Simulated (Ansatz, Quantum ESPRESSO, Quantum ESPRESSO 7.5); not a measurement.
**vacuum gap of 6.0 Å between two Ir(100) faces: ballistic transmission**

How well does the junction conduct in the ballistic limit? It is: vacuum gap of 6.0 Å between two Ir(100) faces.

Method: plane-wave DFT, LDA, GBRV ultrasoft pseudopotentials (cross-check by Ansatz 0.2.0 with PAW datasets), in Quantum ESPRESSO 7.5.

## 1. The starting structure

The cell holds 16 atoms: 16 Ir. Cell: a = 2.737 Å, b = 2.737 Å, c = 35.025 Å, α = 90.0°, β = 90.0°, γ = 90.0°. It derives from Ir. Regions: left lead, 8 atoms (8 Ir); right lead, 8 atoms (8 Ir). The structure is stacked along c, and the current runs across the ab planes.

## 2. Ground state

One periodic cell holds a stretch of lead, the junction and more lead; the atoms stay as built.

scf.in reads:

```
&control
  prefix = 'scf'
  outdir = './out'
  pseudo_dir = './pseudo'
  calculation = 'scf'
  tprnfor = .true.
/
&system
  ibrav = 0
  nat = 16
  ntyp = 1
  ecutwfc = 40
  ecutrho = 200
  occupations = 'smearing'
  smearing = 'mv'
  degauss = 0.01
/
&electrons
  conv_thr = 1e-07
  mixing_beta = 0.25
  electron_maxstep = 120
  mixing_mode = 'local-TF'
/
ATOMIC_SPECIES
  Ir  192.2170  ir_lda_v1.2.uspp.F.UPF
CELL_PARAMETERS angstrom
  2.73650324319194 0.00000000000000 0.00000000000000
  0.00000000000000 2.73650324319194 0.00000000000000
  0.00000000000000 0.00000000000000 35.02500000000000
ATOMIC_POSITIONS crystal
  Ir  0.000000000000 0.000000000000 0.000000000000
  Ir  0.500000000000 0.500000000000 0.055246252677
  Ir  0.000000000000 0.000000000000 0.110492505353
  Ir  0.500000000000 0.500000000000 0.165738758030
  Ir  0.000000000000 0.000000000000 0.220985010707
  Ir  0.500000000000 0.500000000000 0.276231263383
  Ir  0.000000000000 0.000000000000 0.331477516060
  Ir  0.500000000000 0.500000000000 0.386723768737
  Ir  0.000000000000 0.000000000000 0.558029978587
  Ir  0.500000000000 0.500000000000 0.613276231263
  Ir  0.000000000000 0.000000000000 0.668522483940
  Ir  0.500000000000 0.500000000000 0.723768736617
  Ir  0.000000000000 0.000000000000 0.779014989293
  Ir  0.500000000000 0.500000000000 0.834261241970
  Ir  0.000000000000 0.000000000000 0.889507494647
  Ir  0.500000000000 0.500000000000 0.944753747323
K_POINTS automatic
  9 9 1 0 0 0
```

On the command line:

```sh
OMP_NUM_THREADS=1 mpirun -n 4 pw.x -nk 4 -in scf.in > scf.out
```

Output:

```text
Program PWSCF v.7.5 starts
[citation notice left out]

     Parallel version (MPI & OpenMP), running on       4 processor cores
     Number of MPI processes:                 4
     Threads/MPI process:                     1

     MPI processes distributed on     1 nodes
[...]
Current dimensions of program PWSCF are:
     Max number of different atomic species (ntypx) = 10
     Max number of k-points (npk) =  40000
     Max angular momentum in pseudopotentials (lmaxx) =  4
     Message from routine setup:
     using ibrav=0 with symmetry is DISCOURAGED, use correct ibrav instead

     K-points division:     npool     =       4
     Subspace diagonalization in iterative solution of the eigenvalue problem:
     a serial algorithm will be used

     G-vector sticks info
     --------------------
     sticks:   dense  smooth     PW     G-vecs:    dense   smooth      PW
     Sum         421     341    109                84573    60647   10553

     Using Slab Decomposition

     bravais-lattice index     =            0
     lattice parameter (alat)  =       5.1712  a.u.
     unit-cell volume          =    1769.9732 (a.u.)^3
     number of atoms/cell      =           16
     number of atomic types    =            1
     number of electrons       =       240.00
     number of Kohn-Sham states=          144
     kinetic-energy cutoff     =      40.0000  Ry
     charge density cutoff     =     200.0000  Ry
     scf convergence threshold =      1.0E-07
     mixing beta               =       0.2500
     number of iterations used =            8  local-TF  mixing
     Exchange-correlation= SLA  PZ   NOGX NOGC
                           (   1   1   0   0   0   0   0)

     celldm(1)=   5.171242  celldm(2)=   0.000000  celldm(3)=   0.000000
     celldm(4)=   0.000000  celldm(5)=   0.000000  celldm(6)=   0.000000

     crystal axes: (cart. coord. in units of alat)
               a(1) = (   1.000000   0.000000   0.000000 )
               a(2) = (   0.000000   1.000000   0.000000 )
               a(3) = (   0.000000   0.000000  12.799181 )

     reciprocal axes: (cart. coord. in units 2 pi/alat)
               b(1) = (  1.000000  0.000000  0.000000 )
               b(2) = (  0.000000  1.000000  0.000000 )
               b(3) = (  0.000000  0.000000  0.078130 )

     PseudoPot. # 1 for Ir read from file:
     ./pseudo/ir_lda_v1.2.uspp.F.UPF
     Pseudo is Ultrasoft + core correction, Zval = 15.0
     Generated by new atomic code, or converted to UPF format
     Using radial grid of  983 points,  7 beta functions with:
                l(1) =   0
                l(2) =   0
                l(3) =   1
                l(4) =   1
                l(5) =   1
                l(6) =   2
                l(7) =   2
     Q(r) pseudized with  8 coefficients,  rinner =    1.400   1.400   1.400
                                                       1.400   1.400

     atomic species   valence    mass     pseudopotential
     Ir               15.00   192.21700     Ir( 1.00)

      8 Sym. Ops. (no inversion) found

   Cartesian axes

     site n.     atom                  positions (alat units)
         1        Ir     tau(   1) = (   0.0000000   0.0000000   0.0000000  )
         2        Ir     tau(   2) = (   0.5000000   0.5000000   0.7071068  )
         3        Ir     tau(   3) = (   0.0000000   0.0000000   1.4142136  )
         4        Ir     tau(   4) = (   0.5000000   0.5000000   2.1213203  )
         5        Ir     tau(   5) = (   0.0000000   0.0000000   2.8284271  )
         6        Ir     tau(   6) = (   0.5000000   0.5000000   3.5355339  )
         7        Ir     tau(   7) = (   0.0000000   0.0000000   4.2426407  )
         8        Ir     tau(   8) = (   0.5000000   0.5000000   4.9497475  )
         9        Ir     tau(   9) = (   0.0000000   0.0000000   7.1423266  )
        10        Ir     tau(  10) = (   0.5000000   0.5000000   7.8494334  )
        11        Ir     tau(  11) = (   0.0000000   0.0000000   8.5565402  )
        12        Ir     tau(  12) = (   0.5000000   0.5000000   9.2636470  )
        13        Ir     tau(  13) = (   0.0000000   0.0000000   9.9707538  )
        14        Ir     tau(  14) = (   0.5000000   0.5000000  10.6778605  )
        15        Ir     tau(  15) = (   0.0000000   0.0000000  11.3849673  )
        16        Ir     tau(  16) = (   0.5000000   0.5000000  12.0920741  )

     number of k points=    15  Marzari-Vanderbilt smearing, width (Ry)=  0.0100
                       cart. coord. in units 2pi/alat
        k(    1) = (   0.0000000   0.0000000   0.0000000), wk =   0.0246914
        k(    2) = (   0.0000000   0.1111111   0.0000000), wk =   0.0987654
        k(    3) = (   0.0000000   0.2222222   0.0000000), wk =   0.0987654
        k(    4) = (   0.0000000   0.3333333   0.0000000), wk =   0.0987654
        k(    5) = (   0.0000000   0.4444444   0.0000000), wk =   0.0987654
        k(    6) = (   0.1111111   0.1111111   0.0000000), wk =   0.0987654
        k(    7) = (   0.1111111   0.2222222   0.0000000), wk =   0.1975309
        k(    8) = (   0.1111111   0.3333333   0.0000000), wk =   0.1975309
        k(    9) = (   0.1111111   0.4444444   0.0000000), wk =   0.1975309
        k(   10) = (   0.2222222   0.2222222   0.0000000), wk =   0.0987654
[...]
k(   15) = (   0.4444444   0.4444444   0.0000000), wk =   0.0987654

     Dense  grid:    84573 G-vectors     FFT dimensions: (  24,  24, 300)

     Smooth grid:    60647 G-vectors     FFT dimensions: (  24,  24, 270)

     Estimated max dynamical RAM per process >     274.41 MB

     Estimated total dynamical RAM >       1.01 GB

     Initial potential from superposition of free atoms

     starting charge     231.9996, renormalised to     240.0000

     negative rho (up, down):  5.743E+00 0.000E+00
     Starting wfcs are  192 randomized atomic wfcs

     total cpu time spent up to now is        7.1 secs

     per-process dynamical memory:   164.3 Mb

     Self-consistent Calculation

     iteration #  1     ecut=    40.00 Ry     beta= 0.25
     Davidson diagonalization with overlap
     ethr =  1.00E-02,  avg # of iterations =  2.3

     negative rho (up, down):  5.360E+00 0.000E+00

     total cpu time spent up to now is       24.1 secs

     total energy              =   -2912.38738518 Ry
     estimated scf accuracy    <      29.64774549 Ry

     iteration #  2     ecut=    40.00 Ry     beta= 0.25
[...]
negative rho (up, down):  4.719E+00 0.000E+00

[...]
total energy              =   -2909.42832239 Ry
[...]
k = 0.0000 0.2222 0.0000 (  7564 PWs)   bands (ev):

   -29.5400 -29.5397 -29.5245 -29.5233 -29.5108 -29.4857 -29.4529 -29.4155
   -29.3747 -29.3329 -29.3022 -29.3007 -29.2684 -29.2610 -29.2211 -29.2164
   -29.1750 -29.1709 -29.1450 -29.1442 -29.1360 -29.1281 -29.1268 -29.1151
   -29.0986 -29.0977 -29.0760 -29.0660 -29.0572 -29.0357 -29.0351 -29.0147
   -29.0146 -28.9978 -28.9970 -28.9900 -28.9766 -28.9739 -28.9714 -28.9625
   -28.9469 -28.9320 -28.4996 -28.4996 -28.3908 -28.3908 -28.3388 -28.3388
    10.9083  11.0240  11.2276  11.4981  11.8236  12.1885  12.5666  12.9366
    13.2569  13.4785  13.5252  13.5486  13.6098  13.6111  14.1925  14.1946
    14.3687  14.4390  14.5723  14.7604  14.9973  15.2656  15.5206  15.7258
    15.8725  15.9530  15.9631  16.0097  16.0271  16.1636  16.1673  16.4487
    16.4703  16.6227  16.6820  16.8716  16.8880  17.0045  17.0317  17.0554
    17.0560  17.0644  17.0781  17.0899  17.1066  17.1082  17.1251  17.1550
    17.2089  17.2647  17.4213  17.5316  17.6188  17.8165  17.8517  18.1145
    18.2033  18.2042  18.3934  18.5988  18.7097  18.7807  19.0269  19.0590
    19.1679  19.1955  19.2829  19.3333  19.3525  19.3803  19.3888  19.4307
    19.4743  19.6459  19.7017  19.7944  19.9631  20.1750  20.2781  20.3907
    20.6244  20.8718  21.0030  21.0965  21.1463  21.2645  21.2742  21.3666
    21.3872  21.4168  21.7117  22.6652  23.4259  24.5524  25.1537  26.3143

          k = 0.0000 0.3333 0.0000 (  7532 PWs)   bands (ev):

   -29.5766 -29.5759 -29.5680 -29.5678 -29.5402 -29.5383 -29.5032 -29.5016
   -29.4628 -29.4582 -29.4085 -29.4063 -29.3610 -29.3526 -29.3149 -29.2984
   -29.2746 -29.2323 -29.1868 -29.1428 -29.1051 -29.1021 -29.1020 -29.0852
   -29.0812 -29.0796 -29.0683 -29.0638 -29.0619 -29.0532 -29.0420 -29.0343
   -29.0326 -29.0273 -29.0151 -29.0094 -29.0075 -29.0035 -28.9893 -28.9802
   -28.9674 -28.9558 -28.6155 -28.6155 -28.3837 -28.3837 -28.3303 -28.3302
    12.2491  12.2545  12.2685  12.3153  12.3991  12.5222  12.6797  12.8706
    13.0889  13.3238  13.5660  13.7965  13.9839  14.1019  14.4494  14.4508
    15.2474  15.2724  15.3582  15.5057  15.6112  15.7110  15.8102  15.9535
    16.1150  16.2038  16.4242  16.4802  16.6174  16.6569  16.7469  16.7557
    16.8042  16.8250  16.8257  16.8605  16.8825  16.8913  16.9114  16.9121
    16.9124  16.9221  17.0362  17.0552  17.0683  17.0706  17.1968  17.2038
    17.2815  17.2831  17.3204  17.3274  17.4035  17.4052  17.5388  17.5405
    17.7902  17.9171  18.1785  18.2754  18.3588  18.3774  18.5181  18.6065
    18.7880  18.9993  19.2977  19.6133  19.9484  20.0548  20.0593  20.2117
    20.2651  20.2747  20.3907  20.4524  20.4679  20.5466  20.5698  20.5725
    20.7020  20.8559  20.9467  21.0883  21.1191  21.1320  21.2314  21.2536
    21.2886  21.9280  22.7461  23.7950  24.6146  25.3132  25.4950  25.5873

          k = 0.0000 0.4444 0.0000 (  7528 PWs)   bands (ev):

   -29.6361 -29.6353 -29.6272 -29.6270 -29.5983 -29.5980 -29.5625 -29.5611
   -29.5231 -29.5203 -29.4813 -29.4697 -29.4512 -29.4182 -29.3037 -29.2862
   -29.2451 -29.2091 -29.1755 -29.1686 -29.1308 -29.1287 -29.0937 -29.0935
   -29.0605 -29.0590 -29.0590 -29.0574 -29.0431 -29.0430 -29.0355 -29.0343
   -29.0323 -29.0313 -29.0306 -29.0252 -29.0222 -29.0147 -29.0100 -29.0059
   -28.9956 -28.9903 -28.6873 -28.6873 -28.3798 -28.3798 -28.3247 -28.3247
    12.5499  12.5503  12.6486  12.6501  12.8233  12.8288  13.0570  13.0657
    13.3282  13.3463  13.5850  13.6494  13.9303  14.2420  14.6453  14.6802
    15.6005  15.6697  15.6879  15.7895  15.8744  15.9402  16.0786  16.1089
    16.2682  16.2752  16.3233  16.3574  16.4200  16.4227  16.4759  16.4823
    16.5324  16.5480  16.5745  16.5760  16.6289  16.6635  16.6663  16.8254
    16.8266  16.8294  16.9451  17.0416  17.0522  17.1304  17.3023  17.3266
    17.3410  17.4602  17.5908  17.6485  17.8583  17.8938  17.9687  18.0037
    18.3237  18.3576  18.4859  18.5110  18.8309  19.0214  19.0432  19.1910
    19.5673  19.5956  19.8312  19.8829  19.9126  19.9639  20.2720  20.3387
    20.6074  20.6733  20.8802  20.9076  20.9382  20.9593  21.0749  21.1118
    21.1891  21.2007  21.3527  21.3869  21.6761  21.8518  22.0642  22.1018
    22.2099  22.2468  22.7602  23.3417  23.6749  23.8587  23.8900  23.9024

          k = 0.1111 0.1111 0.0000 (  7559 PWs)   bands (ev):

   -29.5715 -29.5668 -29.5435 -29.5130 -29.4796 -29.4342 -29.3847 -29.3329
   -29.2799 -29.2364 -29.2343 -29.2261 -29.2150 -29.1969 -29.1866 -29.1859
   -29.1742 -29.1685 -29.1618 -29.1439 -29.1348 -29.1271 -29.1167 -29.1012
   -29.0886 -29.0863 -29.0622 -29.0577 -29.0572 -29.0318 -29.0267 -29.0215
   -29.0045 -29.0020 -28.9878 -28.9845 -28.9689 -28.9652 -28.9609 -28.9471
   -28.9439 -28.9429 -28.3989 -28.3989 -28.3888 -28.3887 -28.3870 -28.3870
    10.2802  10.4275  10.6840  11.0282  11.4472  11.9235  12.4250  12.9191
    13.2807  13.3115  13.3724  13.4589  13.5977  13.5977  13.7831  13.8406
    13.9510  14.1001  14.1871  14.1878  14.2843  14.5009  14.7349  14.9869
    15.2444  15.4928  15.7225  15.9082  16.0269  16.0728  16.0821  16.5776
    16.5996  16.7913  16.8161  16.9343  16.9353  16.9919  17.0046  17.0062
    17.0332  17.0420  17.0561  17.0792  17.1132  17.1749  17.2142  17.3995
    17.6115  17.7034  18.0680  18.0682  18.3199  18.3471  18.4426  18.4720
    18.4822  18.5234  18.6016  18.6368  18.6707  18.7829  18.8421  18.8741
    18.9359  19.0172  19.3042  19.3848  19.3955  19.4174  19.4299  19.5661
    19.6061  19.8603  19.9115  19.9166  20.1571  20.1603  20.3060  20.3336
    20.3943  20.4199  20.5134  20.7036  20.8460  20.9370  21.2290  21.3148
    21.5138  21.6948  21.7007  22.2689  22.7668  23.5551  24.0016  24.8376

[...]
the Fermi energy is    20.3196 ev

!    total energy              =   -2909.86075229 Ry
     estimated scf accuracy    <       0.00000005 Ry
     smearing contrib. (-TS)   =      -0.00153811 Ry
     internal energy E=F+TS    =   -2909.85921418 Ry

     The total energy is F=E-TS. E is the sum of the following terms:
     one-electron contribution =   -4226.14844991 Ry
     hartree contribution      =    2302.38781068 Ry
     xc contribution           =    -803.47957318 Ry
     ewald contribution        =    -182.61900178 Ry

     convergence has been achieved in  14 iterations

     negative rho (up, down):  4.882E+00 0.000E+00

     Forces acting on atoms (cartesian axes, Ry/au):

     atom    1 type  1   force =     0.00000000    0.00000000    0.00014933
     atom    2 type  1   force =     0.00000000    0.00000000   -0.00088055
     atom    3 type  1   force =     0.00000000    0.00000000    0.00080822
     atom    4 type  1   force =     0.00000000    0.00000000    0.00049436
     atom    5 type  1   force =     0.00000000    0.00000000   -0.00409261
     atom    6 type  1   force =     0.00000000    0.00000000    0.00360586
     atom    7 type  1   force =     0.00000000    0.00000000    0.04019419
     atom    8 type  1   force =     0.00000000    0.00000000   -0.07101476
     atom    9 type  1   force =     0.00000000    0.00000000    0.07101158
     atom   10 type  1   force =     0.00000000    0.00000000   -0.04019456
     atom   11 type  1   force =     0.00000000    0.00000000   -0.00360165
     atom   12 type  1   force =     0.00000000    0.00000000    0.00408779
     atom   13 type  1   force =     0.00000000    0.00000000   -0.00048937
     atom   14 type  1   force =     0.00000000    0.00000000   -0.00080925
     atom   15 type  1   force =     0.00000000    0.00000000    0.00088473
     atom   16 type  1   force =     0.00000000    0.00000000   -0.00015329

     Total force =     0.115671     Total SCF correction =     0.000540

[...]
=------------------------------------------------------------------------------=
   JOB DONE.
=------------------------------------------------------------------------------=
```

It took 3.9 min on 4 MPI ranks of Arm Neoverse V1, shared host; peak memory 1.2 GiB.

Numbers from this step:

* free energy: -39590.6724 eV
* Fermi energy: 20.32 eV

The program's own clock; routines nest. Time by routine:

| routine | wall time (s) | calls |
| --- | --- | --- |
| PWSCF | 233.6 | 1 |
| electrons | 223.3 | 1 |
| c_bands | 194.5 | 14 |
| cegterg | 183.8 | 56 |
| h_psi | 98.53 | 213 |
| fftw | 62.82 | 45194 |
| vloc_psi | 56.23 | 213 |
| calbec | 32.23 | 285 |
| sum_band | 23.88 | 14 |
| h_psi:calbec | 20.77 | 213 |
| s_psi | 20.62 | 213 |
| add_vuspsi | 20.62 | 213 |
| init_run | 6.98 | 1 |
| wfcinit | 6.57 | 1 |

The run needed 14 iterations to bring the estimated error under 1e-07 Ry; the largest force on any atom, held or free, is 1.83 eV/Å.

(Continued in part 2 of 4.)

[Logs are printed without paths, hosts, clocks, repeated set-up lines and the standing remarks that a program may print on its own settings, such as how far it seeks lower states.]

[Hosts, paths, dates, database ids (printed as entryN), source tags and the programs' standing remarks are cut or masked in the printed files.]

[Maps of the electrostatic potential energy from Ansatz leave out the sawtooth potential of an applied field or a dipole correction, so their vacuum need not be flat; planar profiles and work functions include it.]
